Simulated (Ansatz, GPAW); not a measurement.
# Screening of a field by Te/Al(100), part 2 of 2

Aim: the dipole that a field along the normal induces in Te/Al(100).

GPAW 26.7.0 and Ansatz 0.2.0; Ansatz plane waves; slab in vacuum with a dipole correction, relaxation (the session's first sound run).

So far. Step 5 (Field on): The dipole is now -0.0710 e Å, against -0.014 in the run without a field.

## (8) In a field

Contents of run.py:

```python
import json
import numpy as np
from ase import Atoms
from gpaw import GPAW, PW
from gpaw.external import ConstantElectricField

slab = Atoms(
    ['Al', 'Al', 'Al', 'Al', 'Te'],
    positions=[
        [1.43189, 1.43189, 7.00000],
        [0.00000, 0.00000, 9.02500],
        [1.43189, 1.43189, 11.08030],
        [0.00000, 0.00000, 13.19464],
        [1.43189, 1.43189, 16.32997]],
    cell=[[2.86378, 0.0, 0.0], [0.0, 2.86378, 0.0], [0.0, 0.0, 21.89023]],
    pbc=[True, True, False])

slab.calc = GPAW(mode=PW(400), xc='PBE', kpts={'size': (11, 11, 1), 'gamma': True},
                 occupations={'name': 'fermi-dirac', 'width': 0.1}, nbands='200%',
                 convergence={'density': 1e-05}, maxiter=200,
                 poissonsolver={'dipolelayer': 'xy'},
                 external=ConstantElectricField(0.1, [0, 0, 1]),
                 symmetry={'tolerance': 1e-3}, txt='slab.txt')
result = {}
energy = slab.get_potential_energy()
fermi = slab.calc.get_fermi_level()
v = slab.calc.get_electrostatic_potential().mean((0, 1)) - fermi
n = slab.calc.get_pseudo_density().mean((0, 1))
L = slab.cell[2, 2]
z = np.arange(len(v)) * L / len(v)
low, high = slab.positions[:, 2].min(), slab.positions[:, 2].max()
below, above = np.interp([low - 4.8, high + 4.8], z, v)
slopes = [np.interp(x, z, np.gradient(v, z)) for x in (low - 4.8, high + 4.8)]
eps = np.array([[slab.calc.get_eigenvalues(k, s) for k in range(len(slab.calc.get_ibz_k_points()))]
                for s in range(slab.calc.get_number_of_spins())]) - fermi
top, bottom = eps[eps < 0].max(), eps[eps > 0].min()
dipole = slab.get_dipole_moment()[2]
print(f'energy {energy:.4f} eV, Fermi level {fermi:.4f} eV, dipole {dipole:.5f} e A')
print(f'potential 4.8 A off the faces, from the Fermi level: lower {below:.4f} eV, upper {above:.4f} eV')
print(f'slope of the potential there: lower {slopes[0]:.5f}, upper {slopes[1]:.5f} eV/A')
print(f'nearest levels on the mesh: {top:.4f} and {bottom:.4f} eV')
print('magnetic moment', round(slab.get_magnetic_moment(), 3))
result.update(energy=energy, fermi=fermi, dipole=dipole, below=below, above=above, slopes=slopes, edges=[top, bottom],
              z=z.tolist(), v=v.tolist(), n=n.tolist(), positions=slab.positions.tolist(),
              forces=slab.get_forces(apply_constraint=False).tolist(), moments=slab.get_magnetic_moments().tolist())
json.dump(result, open('result.json', 'w'))
```

Started as:

```sh
$ OMP_NUM_THREADS=1 OPENBLAS_NUM_THREADS=1 python run.py
```

Run time: 45 s. Hardware: 1 thread of Intel Xeon 6975P-C (Granite Rapids), shared host; peak memory 0.27 GiB.

The dipole is now 0.0428 e Å, against -0.014 in the run without a field.

## (9) In a field

run.py, as its differences from that of step 8:

```diff
@@ -21,3 +21,3 @@
                  poissonsolver={'dipolelayer': 'xy'},
-                 external=ConstantElectricField(0.1, [0, 0, 1]),
+                 external=ConstantElectricField(0.2, [0, 0, 1]),
                  symmetry={'tolerance': 1e-3}, txt='slab.txt')
```

The job ended after 44 s (1 thread; peak memory 0.27 GiB).

The dipole is now 0.0997 e Å, against -0.014 in the run without a field.

## (10) Field on

run.py, as its differences from that of step 9:

```diff
@@ -21,3 +21,3 @@
                  poissonsolver={'dipolelayer': 'xy'},
-                 external=ConstantElectricField(0.2, [0, 0, 1]),
+                 external=ConstantElectricField(0.3, [0, 0, 1]),
                  symmetry={'tolerance': 1e-3}, txt='slab.txt')
```

Wall time 43 s (1 thread); peak memory 0.27 GiB.

The electrostatic potential energy of an electron (without an applied field's), less the Fermi level, planar mean oscillates, so the rows of the table below give means over windows of 1 Å about each position, cut where the curve ends. Its maxima inside the range that stand out by 2 % of the span (Å: eV): 1.4: 6.05, 8.0: -1.18, 10.0: -1.55, 12.1: -1.85, 14.7: 1.45. Its minima: 7.0: -12.1, 9.1: -12.8, 11.0: -13.5, 13.2: -14.0, 16.4: -30.6.

Electrostatic potential energy of an electron (without an applied field's), less the Fermi level, planar mean against z; means over each step:

z (Å), electrostatic potential energy of an electron (without an applied field's), less the Fermi level, planar mean (eV) and a bar from the least value:
```
        0        5.4 #############################
        1        6.0 ##############################
        2        6.0 ##############################
        3        6.0 ##############################
        4        6.0 ##############################
        5        5.6 #############################
        6        1.3 #########################
        7       -9.4 #############
        8       -2.7 ####################
        9      -10.1 ############
       10       -3.1 ####################
       11      -10.6 ###########
       12       -3.5 ###################
       13      -10.5 ###########
       14       -3.3 ###################
       15       -0.2 #######################
       16      -20.5 
       17      -11.6 ##########
       18        1.5 #########################
       19        2.5 ##########################
       20        2.6 ##########################
       21        2.6 ##########################
```

The dipole is now 0.157 e Å, against -0.014 in the run without a field.

## (11) The series

The members are put on one axis.

This step: induced dipole against applied field (GPAW 26.7.0).

Dipole along the normal against field:

| field (V/Å) | dipole along the normal (e·Å) |
| --- | --- |
| -0.200 | -0.128 |
| -0.100 | -0.0710 |
| -0.050 | -0.0426 |
| 0.000 | -0.0144 |
| 0.050 | 0.0143 |
| 0.100 | 0.0428 |
| 0.200 | 0.0997 |
| 0.300 | 0.157 |

## (12) What came out

```json
{"work function, upper and lower face": "4.665 and 4.352 eV", "dipole along the normal": "-0.0144 e Å", "induced dipole per field": "0.569 e Å per V/Å", "out-of-plane polarisability per area, α/(ε0 A)": "12.6 Å"}
```

The field induces 0.569 e Å per V/Å, a polarisable thickness α/(ε0 A) of 12.6 Å beside 9.33 Å between the outermost nuclei. A perfect conductor would give the distance between its two image planes; a dielectric of thickness t gives t(1 - 1/ε). The two faces differ by 0.31 eV, the step that the slab's dipole makes (e p/(ε0 A) gives 0.32 eV), so the dipole layer is needed. The induced dipole is linear in the field over this range. The cell of 8.20 Å² holds one Te, started on one chosen site; other sites and coverages weren't tried. The in-plane lattice was kept as typed, which isn't the functional's own and leaves some strain; spin-orbit coupling and temperature are left out.

[Logs are printed without paths, hosts, clocks, repeated set-up lines and the standing remarks that a program may print on its own settings, such as how far it seeks lower states.]

[Hosts, paths, dates, database ids (printed as entryN), source tags and the programs' standing remarks are cut or masked in the printed files.]
